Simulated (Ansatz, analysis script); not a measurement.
# Nickel: moments against volume

Aim: follow the moments and energy of Nickel as the cell is scaled, from three starts.

Main program and level: Ansatz 0.2.0; PBEsol, PAW set soft_2 (files made for PBE).

Report form: the programs' logs are mostly left out.

### Step 1. The starting structure

Symmetry: Fm-3m, No. 225, cubic system. The conventional cell has a = 3.524 Å, b = 3.524 Å, c = 3.524 Å, α = 90.00°, β = 90.00°, γ = 90.00°. Nearest to Ni lie 12 Ni at 2.49 Å.

### Step 2. The collinear state

The work starts on two spin channels, which tell the size of the moments.

input.yaml

```yaml
crystal:
  lattice:
    - [0.0, 1.761935, 1.761935]
    - [1.761935, 0.0, 1.761935]
    - [1.761935, 1.761935, 0.0]
  atoms:
    - { symbol: Ni, position: [0.0, 0.0, 0.0], spin: 1.0 }
magnetization:
  spin_polarized: true
kpoints:
  mp_grid: { grid: [16, 16, 16] }
hamiltonian:
  xc: pbesol
scf:
  occupations: { method: fermi_dirac, width: 0.1 }
  max_iter: 120
  convergence: { dr2_threshold: 1.0e-08 }
output:
  write_density: true
  write_potential: true
  elf: true
  volumetric_format: npy
```

Command:

```
> ansatz run input.yaml --threads 2 --pin off --max-ram 5120MiB --backend cpu --events-out ev --progress --plain --runs-dir out
```

The job ended after 2.2 s (2 threads of Arm Neoverse V2, shared host; peak memory 0.29 GiB).

Spin moment in the atom's sphere by atom:

| atom | spin moment in the atom's sphere (μB) |
| --- | --- |
| Ni1 | 0.646 |

The run ends ferromagnetic, with a net moment of 0.611 μB a cell. With one Ni atom carrying the moment, parallel order of its images is forced by the cell, not found.

Spin density in the ac plane of the conventional cell at fractional y = 0.000, with atoms of Ni within 0.2 Å of it.

Values in e/Å³, 14 rows by 14 columns, each cell a mean:
```
1.6 0.8 0.2 0.0 0.0 0.0 0.0 0.0 0.0 0.0 0.0 0.0 0.3 1.1
0.4 0.3 0.1 0.0 0.0 0.0 0.0 0.0 0.0 0.0 0.0 0.0 0.1 0.3
0.0 0.0 0.0 0.0 0.0 0.0 0.0 0.0 0.0 0.0 0.0 0.0 0.0 0.0
0.0 0.0 0.0 0.0 0.0 0.0 0.0 0.0 0.0 0.0 0.0 0.0 0.0 0.0
0.0 0.0 0.0 0.0 0.0 0.1 0.2 0.2 0.1 0.0 0.0 0.0 0.0 0.0
0.0 0.0 0.0 0.0 0.0 0.3 0.8 1.2 0.6 0.1 0.0 0.0 0.0 0.0
0.0 0.0 0.0 0.0 0.0 0.4 1.6 2.3 1.2 0.2 0.0 0.0 0.0 0.0
0.0 0.0 0.0 0.0 0.0 0.3 1.1 1.6 0.8 0.2 0.0 0.0 0.0 0.0
0.0 0.0 0.0 0.0 0.0 0.1 0.3 0.4 0.3 0.1 0.0 0.0 0.0 0.0
0.0 0.0 0.0 0.0 0.0 0.0 0.0 0.0 0.0 0.0 0.0 0.0 0.0 0.0
0.0 0.0 0.0 0.0 0.0 0.0 0.0 0.0 0.0 0.0 0.0 0.0 0.0 0.0
0.2 0.1 0.0 0.0 0.0 0.0 0.0 0.0 0.0 0.0 0.0 0.0 0.1 0.2
1.2 0.6 0.1 0.0 0.0 0.0 0.0 0.0 0.0 0.0 0.0 0.0 0.3 0.8
2.3 1.2 0.2 0.0 0.0 0.0 0.0 0.0 0.0 0.0 0.0 0.0 0.4 1.6
```
Columns run along a (3.5 Å), rows up along c (3.5 Å), edges of the conventional cell, whose origin can differ from the input's. Atoms in or near the plane, at fractional coordinates: Ni at (0.00, 0.00), Ni at (0.50, 0.50).

Valence density in the ac plane of the conventional cell at fractional y = 0.000, with atoms of Ni within 0.2 Å of it. It is the smooth field of the valence electrons, not physical close to the nuclei.

Values in e/Å³, 14 rows by 14 columns, each cell a mean:
```
36 20  5  1  0  0  0  0  0  0  0  2  9 26
12  7  2  1  0  0  0  0  0  0  0  1  4  9
 2  1  1  0  0  0  0  0  0  0  0  0  1  2
 1  0  0  0  0  1  1  1  1  1  0  0  0  0
 0  0  0  0  1  2  5  6  4  1  1  0  0  0
 0  0  0  0  1  7 20 27 15  4  1  0  0  0
 0  0  0  1  2 12 36 51 27  6  1  0  0  0
 0  0  0  0  2  9 26 36 20  5  1  0  0  0
 0  0  0  0  1  4  9 12  7  2  1  0  0  0
 0  0  0  0  0  1  2  2  1  1  0  0  0  0
 1  1  1  0  0  0  0  1  0  0  0  0  1  1
 6  4  1  1  0  0  0  0  0  0  0  1  2  5
27 15  4  1  0  0  0  0  0  0  0  1  7 20
51 27  6  1  0  0  0  0  0  0  1  2 12 36
```
Columns run along a (3.5 Å), rows up along c (3.5 Å), edges of the conventional cell, whose origin can differ from the input's. Atoms in or near the plane, at fractional coordinates: Ni at (0.00, 0.00), Ni at (0.50, 0.50).

ELF in the ac plane of the conventional cell at fractional y = 0.000, with atoms of Ni within 0.2 Å of it. It is the smooth field of the valence electrons, not physical close to the nuclei.

Values, 14 rows by 14 columns, each cell a mean:
```
0.57 0.46 0.31 0.21 0.19 0.23 0.25 0.24 0.24 0.21 0.19 0.24 0.37 0.52
0.40 0.34 0.24 0.19 0.21 0.24 0.23 0.22 0.23 0.23 0.20 0.21 0.28 0.37
0.25 0.22 0.19 0.21 0.23 0.21 0.19 0.18 0.19 0.22 0.22 0.20 0.21 0.24
0.18 0.19 0.21 0.23 0.21 0.19 0.21 0.22 0.21 0.20 0.22 0.22 0.20 0.19
0.20 0.22 0.24 0.21 0.19 0.24 0.31 0.33 0.29 0.22 0.20 0.22 0.23 0.21
0.24 0.25 0.22 0.19 0.22 0.34 0.46 0.52 0.43 0.29 0.21 0.19 0.23 0.24
0.25 0.24 0.20 0.18 0.25 0.40 0.57 0.66 0.52 0.33 0.22 0.18 0.22 0.24
0.24 0.24 0.21 0.19 0.24 0.37 0.52 0.57 0.46 0.31 0.21 0.19 0.23 0.25
0.22 0.23 0.23 0.20 0.21 0.28 0.37 0.40 0.34 0.24 0.19 0.21 0.24 0.23
0.18 0.19 0.22 0.22 0.20 0.21 0.24 0.25 0.22 0.19 0.21 0.23 0.21 0.19
0.22 0.21 0.20 0.22 0.22 0.20 0.19 0.18 0.19 0.21 0.23 0.21 0.19 0.21
0.33 0.29 0.22 0.20 0.22 0.23 0.21 0.20 0.22 0.24 0.21 0.19 0.24 0.31
0.52 0.43 0.29 0.21 0.19 0.23 0.24 0.24 0.25 0.22 0.19 0.22 0.34 0.46
0.66 0.52 0.33 0.22 0.18 0.22 0.24 0.25 0.24 0.20 0.18 0.25 0.40 0.57
```
Columns run along a (3.5 Å), rows up along c (3.5 Å), edges of the conventional cell, whose origin can differ from the input's. Atoms in or near the plane, at fractional coordinates: Ni at (0.00, 0.00), Ni at (0.50, 0.50).

### Step 3. Denser mesh

Levels at the Fermi energy are partly filled, so moments and energy differences can hang on the k-mesh, and the state is solved again on a denser one.

input.yaml, the sections that differ from step 2:

```yaml
crystal:
  lattice:
    - [0.0, 1.761935, 1.761935]
    - [1.761935, 0.0, 1.761935]
    - [1.761935, 1.761935, 0.0]
  atoms:
    - { symbol: Ni, position: [0.0, 0.0, 0.0], spin: 0.65 }
kpoints:
  mp_grid: { grid: [19, 19, 19] }
basis:
  ecutwfc: 420.0
checkpoint:
  read: start
  write: ck
  compress: false
  write_wavefunctions: false
  write_every: 100000
# magnetization, hamiltonian, scf: as in step 2
# output: removed
```

Elapsed: 2 s, on 2 threads; peak memory 0.3 GiB.

Spin moment in the atom's sphere by atom:

| atom | spin moment in the atom's sphere (μB) |
| --- | --- |
| Ni1 | 0.665 |

The run ends ferromagnetic, with a net moment of 0.629 μB a cell, against 0.611 μB on the first mesh.

The cell's volume is scaled by the factor named; fractional positions stay, and energies count from the lowest run.

### Step 4. Factor 0.7, typed moments

Three starts at each size show whether high-spin, low-spin and non-magnetic states coexist. One mesh, built for the smallest cell, and one cutoff serve all sizes, so that energies can be subtracted.

input.yaml, the sections that differ from step 3:

```yaml
crystal:
  lattice:
    - [0.0, 1.56442914, 1.56442914]
    - [1.56442914, 0.0, 1.56442914]
    - [1.56442914, 1.56442914, 0.0]
  atoms:
    - { symbol: Ni, position: [0.0, 0.0, 0.0], spin: 1.0 }
kpoints:
  mp_grid: { grid: [21, 21, 21] }
output:
  stress: true
# magnetization, hamiltonian, scf, basis: as in step 3
# checkpoint: removed
```

Command:

```
> ansatz run input.yaml --threads 1 --pin off --max-ram 2560MiB --backend cpu --events-out ev --progress --plain --runs-dir out
```

Run time: 5.9 s. Hardware: 1 thread; peak memory 0.31 GiB.

It ends ferromagnetic, with 0.527 μB on the largest site.

For the largest spin moment in the atom's sphere, step 2 gave 0.646 μB; this run, with k-mesh 21×21×21 and scale 0.7, gives 0.527 μB (-18 %).

### Step 5. Factor 0.7, starting moments cut to 30 %

The density is converged from the given moments; the state reached depends on that start.

Changes to input.yaml since step 4:

```diff
@@ -6,3 +6,3 @@
   atoms:
-    - { symbol: Ni, position: [0.0, 0.0, 0.0], spin: 1.0 }
+    - { symbol: Ni, position: [0.0, 0.0, 0.0], spin: 0.3 }
 magnetization:
```

Wall time 5.5 s (1 thread); peak memory 0.31 GiB.

It ends ferromagnetic, with 0.527 μB on the largest site.

### Step 6. Factor 0.86, typed moments

A self-consistent run from these starting moments shows which magnetic state they lead to.

input.yaml, the sections that differ from step 5:

```yaml
crystal:
  lattice:
    - [0.0, 1.67554476, 1.67554476]
    - [1.67554476, 0.0, 1.67554476]
    - [1.67554476, 1.67554476, 0.0]
  atoms:
    - { symbol: Ni, position: [0.0, 0.0, 0.0], spin: 1.0 }
# magnetization, kpoints, hamiltonian, scf, basis, output: as in step 5
```

Wall time 6.3 s (1 thread); peak memory 0.32 GiB.

It ends ferromagnetic, with 0.599 μB on the largest site.

For the largest spin moment in the atom's sphere, step 4 gave 0.527 μB; this run, with scale 0.86, gives 0.599 μB (+14 %).

### Step 7. Factor 1, typed moments

input.yaml, the sections that differ from step 6:

```yaml
crystal:
  lattice:
    - [0.0, 1.761935, 1.761935]
    - [1.761935, 0.0, 1.761935]
    - [1.761935, 1.761935, 0.0]
  atoms:
    - { symbol: Ni, position: [0.0, 0.0, 0.0], spin: 1.0 }
# magnetization, kpoints, hamiltonian, scf, basis, output: as in step 6
```

Elapsed: 6.2 s, on 1 thread; peak memory 0.34 GiB.

It ends ferromagnetic, with 0.658 μB on the largest site.

For the largest spin moment in the atom's sphere, step 4 gave 0.527 μB; this run, with scale 1, gives 0.658 μB (+25 %).

### Step 8. Factor 1.15, typed moments

input.yaml, the sections that differ from step 7:

```yaml
crystal:
  lattice:
    - [0.0, 1.84596089, 1.84596089]
    - [1.84596089, 0.0, 1.84596089]
    - [1.84596089, 1.84596089, 0.0]
  atoms:
    - { symbol: Ni, position: [0.0, 0.0, 0.0], spin: 1.0 }
# magnetization, kpoints, hamiltonian, scf, basis, output: as in step 7
```

The job ended after 7.2 s (1 thread; peak memory 0.35 GiB).

It ends ferromagnetic, with 0.718 μB on the largest site.

Between step 4 and this run (scale 1.15) the value for the largest spin moment in the atom's sphere moves from 0.527 μB to 0.718 μB (+36 %).

### Step 9. Factor 1.25, no spin

input.yaml, the sections that differ from step 8:

```yaml
crystal:
  lattice:
    - [0.0, 1.89798694, 1.89798694]
    - [1.89798694, 0.0, 1.89798694]
    - [1.89798694, 1.89798694, 0.0]
  atoms:
    - { symbol: Ni, position: [0.0, 0.0, 0.0] }
# kpoints, hamiltonian, scf, basis, output: as in step 8
# magnetization: removed
```

Run time: 2.3 s. Hardware: 1 thread; peak memory 0.31 GiB.

This is the reference without moments at this size.

18 more runs differ from these in the same keys alone and are tabled below.

### Step 10. The curves

| factor | E typed (meV/atom) | E small | E no spin | largest moment, typed (μB) | small | state, typed | state, small |
| --- | --- | --- | --- | --- | --- | --- | --- |
| 0.7 | 925.3 | 925.3 | 936.8 | 0.53 | 0.53 | ferromagnetic | ferromagnetic |
| 0.78 | 345.9 | 345.9 | 364.8 | 0.57 | 0.57 | ferromagnetic | ferromagnetic |
| 0.86 | 77.8 | 77.8 | 102.6 | 0.60 | 0.60 | ferromagnetic | ferromagnetic |
| 0.93 | 0.0 | 0.0 | 29.5 | 0.63 | 0.63 | ferromagnetic | ferromagnetic |
| 1 | 14.8 | 14.8 | 48.8 | 0.66 | 0.66 | ferromagnetic | ferromagnetic |
| 1.07 | 89.5 | 89.5 | 127.7 | 0.69 | 0.69 | ferromagnetic | ferromagnetic |
| 1.15 | 220.9 | 220.9 | 263.8 | 0.72 | 0.72 | ferromagnetic | ferromagnetic |
| 1.25 | 424.9 | 424.9 | 473.1 | 0.75 | 0.75 | ferromagnetic | ferromagnetic |

### Step 11. What came out

```
lowest run                  : factor 0.93, typed moments
largest moment, typed start : 0.527 μB at 0.7 to 0.746 μB at 1.25
gain by magnetism           : 11.6 to 48.2 meV/atom
```

In words: From a factor of 0.7 to 1.25 the largest moment goes from 0.53 to 0.746 μB. The moment grows with the cell, as narrower bands favour. Site moments are taken in spheres that grow with the cell. Both magnetic starts, which share one pattern of signs, end on one state at every size; other orders were not tried. The cell's shape and the atoms were not relaxed. The 24 scaled-cell runs took 2 min of wall time, added up.

[Logs and program files are shortened in this print: banners, set-up blocks, solver, clock and traceback lines can be left out without a mark of their own.]

[Logs are printed without paths, hosts, clocks, repeated set-up lines and the standing remarks that a program may print on its own settings, such as how far it seeks lower states.]

[Hosts, paths, dates, database ids (printed as entryN), source tags and the programs' standing remarks are cut or masked in the printed files.]

[Where the input sets lower_state_search to off, the program did not look for lower states, so one may exist.]
